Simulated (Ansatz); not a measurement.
**Au wire along [100], 37 atoms a period: bands along the axis**

Aim: is the Au wire along [100], 37 atoms a period a metal or a semiconductor?

Method: DFT PBE, plane waves, PAW; relaxation of a wire's period; PAW set soft_1, in the first sound run; inputs show where later runs differ, in Ansatz 0.2.0.

### Step 1. Starting point

The cell holds 37 atoms: 37 Au. Its edges and angles: a = 19.280 Å, b = 19.280 Å, c = 4.160 Å, α = 90.0°, β = 90.0°, γ = 90.0°. Vacuum lies along a and b. The structure's axis is c.

### Step 2. Relaxing the period

Band widths follow the bond lengths, so the wire is relaxed first. The atoms and the third cell vector are free; the box across stays fixed as vacuum. A Fermi-Dirac smearing is set since the result may be a metal. The pressure printed is a third of the stress's trace over the whole box, vacuum included; only the stress along the axis is relaxed.

input.yaml

```yaml
crystal:
  lattice:
    - [19.28, 0.0, 0.0]
    - [0.0, 19.28, 0.0]
    - [0.0, 0.0, 4.16]
  atoms:
    - { symbol: Au, position: [0.176348548, 0.392116183, 0.0] }
    - { symbol: Au, position: [0.176348548, 0.607883817, 0.0] }
    - { symbol: Au, position: [0.284232365, 0.284232365, 0.0] }
    - { symbol: Au, position: [0.284232365, 0.5, 0.0] }
    - { symbol: Au, position: [0.284232365, 0.715767635, 0.0] }
    - { symbol: Au, position: [0.392116183, 0.176348548, 0.0] }
    - { symbol: Au, position: [0.392116183, 0.392116183, 0.0] }
    - { symbol: Au, position: [0.392116183, 0.607883817, 0.0] }
    - { symbol: Au, position: [0.392116183, 0.823651452, 0.0] }
    - { symbol: Au, position: [0.5, 0.284232365, 0.0] }
    - { symbol: Au, position: [0.5, 0.5, 0.0] }
    - { symbol: Au, position: [0.5, 0.715767635, 0.0] }
    - { symbol: Au, position: [0.607883817, 0.176348548, 0.0] }
    - { symbol: Au, position: [0.607883817, 0.392116183, 0.0] }
    - { symbol: Au, position: [0.607883817, 0.607883817, 0.0] }
    - { symbol: Au, position: [0.607883817, 0.823651452, 0.0] }
    - { symbol: Au, position: [0.715767635, 0.284232365, 0.0] }
    - { symbol: Au, position: [0.715767635, 0.5, 0.0] }
    - { symbol: Au, position: [0.715767635, 0.715767635, 0.0] }
    - { symbol: Au, position: [0.823651452, 0.392116183, 0.0] }
    - { symbol: Au, position: [0.823651452, 0.607883817, 0.0] }
    - { symbol: Au, position: [0.176348548, 0.5, 0.5] }
    - { symbol: Au, position: [0.284232365, 0.392116183, 0.5] }
    - { symbol: Au, position: [0.284232365, 0.607883817, 0.5] }
    - { symbol: Au, position: [0.392116183, 0.284232365, 0.5] }
    - { symbol: Au, position: [0.392116183, 0.5, 0.5] }
    - { symbol: Au, position: [0.392116183, 0.715767635, 0.5] }
    - { symbol: Au, position: [0.5, 0.176348548, 0.5] }
    - { symbol: Au, position: [0.5, 0.392116183, 0.5] }
    - { symbol: Au, position: [0.5, 0.607883817, 0.5] }
    - { symbol: Au, position: [0.5, 0.823651452, 0.5] }
    - { symbol: Au, position: [0.607883817, 0.284232365, 0.5] }
    - { symbol: Au, position: [0.607883817, 0.5, 0.5] }
    - { symbol: Au, position: [0.607883817, 0.715767635, 0.5] }
    - { symbol: Au, position: [0.715767635, 0.392116183, 0.5] }
    - { symbol: Au, position: [0.715767635, 0.607883817, 0.5] }
    - { symbol: Au, position: [0.823651452, 0.5, 0.5] }
kpoints:
  mp_grid: { grid: [1, 1, 20] }
scf:
  occupations: { method: fermi_dirac, width: 0.05 }
hamiltonian:
  xc: pbe
  pseudopotentials: { kind: paw, azcp: { folder: soft_1 } }
relax:
  cell: { fix: [a, b, alpha, beta, gamma] }
  max_steps: 45
  f_tol: 0.03
```

The run is started by

```
ansatz run input.yaml --threads 16 --pin off --max-ram 61440MiB --backend cuda --events-out ev --progress --plain --runs-dir out --max-vram 78GiB
```

Numbers of over 12 decimals in the logs are rounded to 6 here.

The log of the run:

```text
Engine: ansatz 0.2.0, aarch64-unknown-linux-gnu
Pseudopotentials: kind: paw
Pseudopotential: Au, paw, valence charge 19, recommended cutoff 420 eV (normal), soft_1/Au.paw.azcp
Functional definition: PBE
  parameter kappa = 0.804
  parameter beta = 0.066725
  exchange = pbe_x(kappa = kappa, mu = beta*pi^2/3)
  correlation = pbe_c(beta = beta)
[...]
Crystal: 37 atoms, lattice volume = 1546.349 Å³
Basis set: ecut = 420 eV, 30053 PW (Γ), exchange–correlation on 270×270×60 points (8 copies of the dense FFT grid, shifted against one another)
Bands: 422, of which v1, the nominal top of the filled ones, is band 352 counted from 1 (351 counted from 0)
Symmetry: 16 space group operations
Space group: P4/mmm (ITA 123), of the structure as read, at distance tolerance 1.2e-4 Å
k-points: 11 of 20
Non-local potential: Au, projectors of the file, l = 0: 3, l = 1: 2, l = 2: 2, l = 3: 1
PAW form: soft (Blöchl's): semilocal exchange-correlation on the pseudo side does not see the compensation charge
PAW one-centre angular grid: Au, 590 points (default); XC on 64 Gauss nodes
Initial density: superposition of atomic densities (neutral atoms: chi_scale 0, normalization atom)
Initial wavefunctions: pseudopotential atomic-orbital guess
[...]
Functional: x = pbe(κ = 0.804, μ = 0.219515), c = pbe(β = 0.066725)
SCF iter   1: F=—  HF=-486590.369743 eV  |F-HF|=—  |Δ(HF+E_count)|=         —  Δρ=3.91e-2  dr2=3.15e1  ethr=3.10e-3  ⟨swp⟩=6.0  Hψ=17104  notcnv=0  defer=322
preconditioner: auto → LDOS  [metal: Δε(μ)=0.013 eV  Ē_g=7.769 eV  σ=0.050 eV  W_gap=0.06  n_scr=378 (ndim 8)  ℏωp=19.1 eV  f_vac=0.503  D(μ)=13.77/eV (n_scr^D=44)  β→1.0]
SCF iter   2: F=—  HF=-486591.400637 eV  |F-HF|=—  |Δ(HF+E_count)|=    1.03e0  Δρ=4.17e-2  dr2=2.87e1  ethr=3.10e-3  ⟨swp⟩=3.0  Hψ=11295  notcnv=0  defer=583
[...]
SCF iter  10: F=-486582.511869 eV  HF=-486582.511869 eV  |F-HF|=1.66e-8  |Δ(HF+E_count)|=   2.75e-7  Δρ=1.20e-6  dr2=2.35e-8  ethr=1.42e-11  ⟨swp⟩=4.0  Hψ=14679  notcnv=0
SCF 1 converged in 10 iterations: F = -486582.511869 eV  dr2 = 2.35e-8
  greatest PAW one-centre occupation: 1.000 electrons in one spin orbital (limit 2), on the Au atom at site 32 (counted from 0), in its partial waves of l = 0
relax step   1: F+E_penalty+E_count = -486582.51186870 eV  Δ(F+E_penalty+E_count) = +0.000e0 eV  max|allowed force component| = 6.538e-1 eV/Å  Δτ_max = 0.0000 Å  P = -1.997 GPa  Ω = 1546.349 Å³  fix = [a, b, alpha, beta, gamma]  reactions: a -1.834, b -1.834 GPa  (10 SCF iters, dr2 threshold 1.00e-7 eV, accepted)
[...]
Crystal: 37 atoms, lattice volume = 1493.989 Å³
Basis set: ecut = 420 eV, 29189 PW (Γ), exchange–correlation on 270×270×60 points (8 copies of the dense FFT grid, shifted against one another)
[...]
iter 1 solved again at ethr=1.02e-4 eV; its pass at ethr=3.10e-3 eV (dr2=7.14e-1 eV) is discarded
SCF iter   1: F=—  HF=-486583.249888 eV  |F-HF|=—  |Δ(HF+E_count)|=         —  Δρ=6.58e-3  dr2=7.25e-1  ethr=1.02e-4  ⟨swp⟩=4.3  Hψ=24361  notcnv=0
preconditioner: auto → LDOS  [metal: Δε(μ)=0.001 eV  Ē_g=8.564 eV  σ=0.050 eV  W_gap=0.00  n_scr=370 (ndim 8)  ℏωp=19.4 eV  f_vac=0.513  D(μ)=11.96/eV (n_scr^D=44)  β→1.0]
SCF iter   2: F=—  HF=-486583.292758 eV  |F-HF|=—  |Δ(HF+E_count)|=   4.29e-2  Δρ=6.00e-3  dr2=8.69e-1  ethr=1.02e-4  ⟨swp⟩=4.0  Hψ=9931  notcnv=0
[...]
SCF iter   7: F=-486583.084669 eV  HF=-486583.084669 eV  |F-HF|=1.62e-7  |Δ(HF+E_count)|=   3.95e-6  Δρ=7.64e-6  dr2=1.06e-6  ethr=5.26e-10  ⟨swp⟩=4.0  Hψ=14445  notcnv=0
SCF 2 converged in 7 iterations: F = -486583.084669 eV  dr2 = 1.06e-6
relax step   2: F+E_penalty+E_count = -486583.08466857 eV  Δ(F+E_penalty+E_count) = -5.728e-1 eV  max|allowed force component| = 3.629e-1 eV/Å  Δτ_max = 0.1947 Å  P = +1.918 GPa  Ω = 1493.989 Å³  energy of the carried Pulay correction = +7.666e-3 eV  fix = [a, b, alpha, beta, gamma]  reactions: a +1.910, b +1.910 GPa  (7 SCF iters, dr2 threshold 3.70e-6 eV, accepted)
[...]
Crystal: 37 atoms, lattice volume = 1514.458 Å³
[...]
iter 1 solved again at ethr=3.58e-5 eV; its pass at ethr=3.10e-3 eV (dr2=2.52e-1 eV) is discarded
[...]
SCF 3 converged in 6 iterations: F = -486583.405617 eV  dr2 = 1.07e-6
[...]
SCF 4 converged in 7 iterations: F = -486583.427161 eV  dr2 = 5.61e-8
[...]
SCF 5 converged in 6 iterations: F = -486583.436284 eV  dr2 = 2.09e-7
[...]
SCF 6 converged in 6 iterations: F = -486583.430906 eV  dr2 = 2.35e-10
[...]
SCF converged after 6 iterations
[...]
--- Relaxed structure (5 steps of the walk, 5 accepted, 1 SCFs on fresh bases) ---
  F+E_penalty+E_count = -486583.43090557 eV   max|allowed force component| = 4.395e-3 eV/Å   (the final SCF, on the basis selected at the relaxed cell)
  cell:  # Å, volume = 1511.2237 Å³
    - [19.28, 0.0, 0.0]
    - [0.0, 19.28, 0.0]
    - [0.0, 0.0, 4.065507]
  atoms:
    - { symbol: Au, position: [0.181643, 0.397929, 0.0] }
    - { symbol: Au, position: [0.181643, 0.602071, 0.0] }
    - { symbol: Au, position: [0.284034, 0.284034, 0.0] }
    - { symbol: Au, position: [0.288275, 0.500000, 0.0] }
    - { symbol: Au, position: [0.284034, 0.715966, 0.0] }
    - { symbol: Au, position: [0.397929, 0.181643, 0.0] }
    - { symbol: Au, position: [0.391364, 0.391364, 0.0] }
    - { symbol: Au, position: [0.391364, 0.608636, 0.0] }
    - { symbol: Au, position: [0.397929, 0.818357, 0.0] }
    - { symbol: Au, position: [0.500000, 0.288275, 0.0] }
    - { symbol: Au, position: [0.500000, 0.500000, 0.0] }
    - { symbol: Au, position: [0.500000, 0.711725, 0.0] }
    - { symbol: Au, position: [0.602071, 0.181643, 0.0] }
    - { symbol: Au, position: [0.608636, 0.391364, 0.0] }
    - { symbol: Au, position: [0.608636, 0.608636, 0.0] }
    - { symbol: Au, position: [0.602071, 0.818357, 0.0] }
    - { symbol: Au, position: [0.715966, 0.284034, 0.0] }
    - { symbol: Au, position: [0.711725, 0.500000, 0.0] }
    - { symbol: Au, position: [0.715966, 0.715966, 0.0] }
    - { symbol: Au, position: [0.818357, 0.397929, 0.0] }
    - { symbol: Au, position: [0.818357, 0.602071, 0.0] }
    - { symbol: Au, position: [0.177668, 0.500000, 0.5] }
    - { symbol: Au, position: [0.280945, 0.386711, 0.5] }
    - { symbol: Au, position: [0.280945, 0.613289, 0.5] }
    - { symbol: Au, position: [0.386711, 0.280945, 0.5] }
    - { symbol: Au, position: [0.392325, 0.500000, 0.5] }
    - { symbol: Au, position: [0.386711, 0.719055, 0.5] }
    - { symbol: Au, position: [0.500000, 0.177668, 0.5] }
    - { symbol: Au, position: [0.500000, 0.392325, 0.5] }
    - { symbol: Au, position: [0.500000, 0.607675, 0.5] }
    - { symbol: Au, position: [0.500000, 0.822332, 0.5] }
    - { symbol: Au, position: [0.613289, 0.280945, 0.5] }
    - { symbol: Au, position: [0.607675, 0.500000, 0.5] }
    - { symbol: Au, position: [0.613289, 0.719055, 0.5] }
    - { symbol: Au, position: [0.719055, 0.386711, 0.5] }
    - { symbol: Au, position: [0.719055, 0.613289, 0.5] }
    - { symbol: Au, position: [0.822332, 0.500000, 0.5] }
```

It took 12 s on 1 × NVIDIA GB200 with 16 threads of Arm Neoverse V2, shared host; peak memory 1.6 GiB; 78 s of CPU time.

Step by step:

```csv
step,energy less that of the first step (eV),largest force component (eV/Å),pressure (GPa),volume (Å³)
1,0.0000,0.6538,-2.00,1546.35
2,-0.5728,0.3629,1.92,1493.99
3,-0.8937,0.0954,-0.17,1514.46
4,-0.9153,0.0873,0.00,1508.32
5,-0.9244,0.0043,0.00,1511.22
6,-0.9190,0.0044,0.00,1511.22
```

The log counts 1 steps on a newly chosen plane-wave basis, not all of them marked here; energy and pressure can jump at such steps.

The run keeps the 16 symmetry operations that it works with, so distortions that break them were not tested.

```csv
cell as run,before,after,change
c (Å),4.160,4.066,-2.3 %
```

The atoms that moved most (Å, along periodic axes as changes of fractional coordinates times the final cell, across vacuum about the mean position):

```csv
atom,dx,dy,dz,length
Au1,0.102,0.112,0.000,0.152
Au6,0.112,0.102,0.000,0.152
Au20,-0.102,0.112,0.000,0.152
Au9,0.112,-0.102,0.000,0.152
Au2,0.102,-0.112,0.000,0.152
Au13,-0.112,0.102,0.000,0.152
Au21,-0.102,-0.112,0.000,0.152
Au16,-0.112,-0.102,0.000,0.152
```

This step gave:

```yaml
energy_at_zero_smearing: -486583.3807 eV
cell_length_along_the_wire: 4.066 Å
```

The cell's length comes to 4.066 Å with spin left out.

### Step 3. Bands of the perfect wire

This step: DFT PBE, plane waves, PAW; bands of a perfect wire; PAW set soft_1 (Ansatz 0.2.0).

At the relaxed period the bands are computed along the axis; those that cross an energy going forward count the channels that a perfect wire would open there.

input.yaml

```yaml
crystal:
  lattice:
    - [19.28, 0.0, 0.0]
    - [0.0, 19.28, 0.0]
    - [0.0, 0.0, 4.0655067152]
  atoms:
    - { symbol: Au, position: [0.18164292, 0.397929489, 0.0] }
    - { symbol: Au, position: [0.18164292, 0.602070511, 0.0] }
    - { symbol: Au, position: [0.284033926, 0.284033926, 0.0] }
    - { symbol: Au, position: [0.288274913, 0.5, 0.0] }
    - { symbol: Au, position: [0.284033926, 0.715966074, 0.0] }
    - { symbol: Au, position: [0.397929489, 0.18164292, 0.0] }
    - { symbol: Au, position: [0.391363915, 0.391363915, 0.0] }
    - { symbol: Au, position: [0.391363915, 0.608636085, 0.0] }
    - { symbol: Au, position: [0.397929489, 0.81835708, 0.0] }
    - { symbol: Au, position: [0.5, 0.288274913, 0.0] }
    - { symbol: Au, position: [0.5, 0.5, 0.0] }
    - { symbol: Au, position: [0.5, 0.711725087, 0.0] }
    - { symbol: Au, position: [0.602070511, 0.18164292, 0.0] }
    - { symbol: Au, position: [0.608636085, 0.391363915, 0.0] }
    - { symbol: Au, position: [0.608636085, 0.608636085, 0.0] }
    - { symbol: Au, position: [0.602070511, 0.81835708, 0.0] }
    - { symbol: Au, position: [0.715966074, 0.284033926, 0.0] }
    - { symbol: Au, position: [0.711725087, 0.5, 0.0] }
    - { symbol: Au, position: [0.715966074, 0.715966074, 0.0] }
    - { symbol: Au, position: [0.81835708, 0.397929489, 0.0] }
    - { symbol: Au, position: [0.81835708, 0.602070511, 0.0] }
    - { symbol: Au, position: [0.177667542, 0.5, 0.5] }
    - { symbol: Au, position: [0.280944789, 0.386710947, 0.5] }
    - { symbol: Au, position: [0.280944789, 0.613289053, 0.5] }
    - { symbol: Au, position: [0.386710947, 0.280944789, 0.5] }
    - { symbol: Au, position: [0.39232491, 0.5, 0.5] }
    - { symbol: Au, position: [0.386710947, 0.719055211, 0.5] }
    - { symbol: Au, position: [0.5, 0.177667542, 0.5] }
    - { symbol: Au, position: [0.5, 0.39232491, 0.5] }
    - { symbol: Au, position: [0.5, 0.60767509, 0.5] }
    - { symbol: Au, position: [0.5, 0.822332458, 0.5] }
    - { symbol: Au, position: [0.613289053, 0.280944789, 0.5] }
    - { symbol: Au, position: [0.60767509, 0.5, 0.5] }
    - { symbol: Au, position: [0.613289053, 0.719055211, 0.5] }
    - { symbol: Au, position: [0.719055211, 0.386710947, 0.5] }
    - { symbol: Au, position: [0.719055211, 0.613289053, 0.5] }
    - { symbol: Au, position: [0.822332458, 0.5, 0.5] }
kpoints:
  mp_grid: { grid: [1, 1, 20] }
  band_path: { path: ["Γ", Z], npoints: 90 }
scf:
  occupations: { method: fermi_dirac, width: 0.05 }
hamiltonian:
  xc: pbe
  pseudopotentials: { kind: paw, azcp: { folder: soft_1 } }
output:
  dos: { e_range: [-5, 4] }
  write_potential: true
  write_density: true
  volumetric_format: npy
```

The log of the run:

```text
[...]
Crystal: 37 atoms, lattice volume = 1511.224 Å³
Basis set: ecut = 420 eV, 29445 PW (Γ)
Bands: 422, of which v1, the nominal top of the filled ones, is band 352 counted from 1 (351 counted from 0)
Symmetry: 16 space group operations
[...]
k-points: 11 of 20
[...]
SCF iter   1: F=—  HF=-486591.594115 eV  |F-HF|=—  |Δ(HF+E_count)|=         —  Δρ=4.08e-2  dr2=3.23e1  ethr=3.10e-3  ⟨swp⟩=6.0  Hψ=17240  notcnv=0  defer=328
[...]
SCF iter   6: F=—  HF=-486583.430229 eV  |F-HF|=—  |Δ(HF+E_count)|=   3.98e-3  Δρ=1.20e-4  dr2=3.54e-4  ethr=3.71e-7  ⟨swp⟩=2.2  Hψ=6427  notcnv=0  defer=599
[...]
SCF iter   8: F=—  HF=-486583.431256 eV  |F-HF|=—  |Δ(HF+E_count)|=   1.62e-2  Δρ=1.25e-5  dr2=2.26e-6  ethr=3.70e-9  ⟨swp⟩=3.0  Hψ=8095  notcnv=0  defer=599
[...]
SCF iter  10: F=-486583.431258 eV  HF=-486583.431258 eV  |F-HF|=3.78e-9  |Δ(HF+E_count)|=   1.82e-7  Δρ=1.18e-6  dr2=2.49e-8  ethr=1.42e-11  ⟨swp⟩=14.1  Hψ=20503  notcnv=0
SCF 1 converged in 10 iterations: F = -486583.431258 eV  dr2 = 2.49e-8
[...]
NSCF: frozen V_eff on 91 k-points
[...]
SCF converged after 10 iterations
[...]
```

The job ended after 17 s (1 × NVIDIA GB200 with 16 threads; peak memory 3.7 GiB).

Numbers from this step:

* energy at zero smearing: -486583.3811 eV
* band gap: 0 eV

Electronic bands along the path, in eV, zero at the Fermi level; # counts the bands kept:

```csv
point,#55,#56,#57,#58,#59,#60,#61,#62
Γ,-1.28,-0.87,-0.84,-0.21,-0.21,-0.16,0.08,0.38
halfway,-0.50,-0.44,-0.44,-0.36,0.50,0.50,0.64,0.64
Z,-0.47,-0.47,-0.37,-0.37,-0.12,-0.12,-0.01,0.31
```

Between Γ and Z the bands cross the Fermi level 11 times, so a perfect wire would conduct at least 11 G₀, with spin left out.

### Step 4. What came out

```yaml
cell_length_pbe: 4.066 Å
ballistic_conductance_by_band_crossings_a_lower_bound_pbe: 11 G₀
```

**Reading.** Under PBE the cell's length is 4.07 Å, and the bands cross the Fermi level 11 times between Γ and Z, which gives a perfect wire at least 11 G₀ (opposite crossings within one step of the path cancel in such a count). Spin-orbit coupling is left out, which matters for the bands of heavy atoms.

[Logs are printed without paths, hosts, clocks, repeated set-up lines and the standing remarks that a program may print on its own settings, such as how far it seeks lower states.]

[Hosts, paths, dates, database ids (printed as entryN), source tags and the programs' standing remarks are cut or masked in the printed files.]
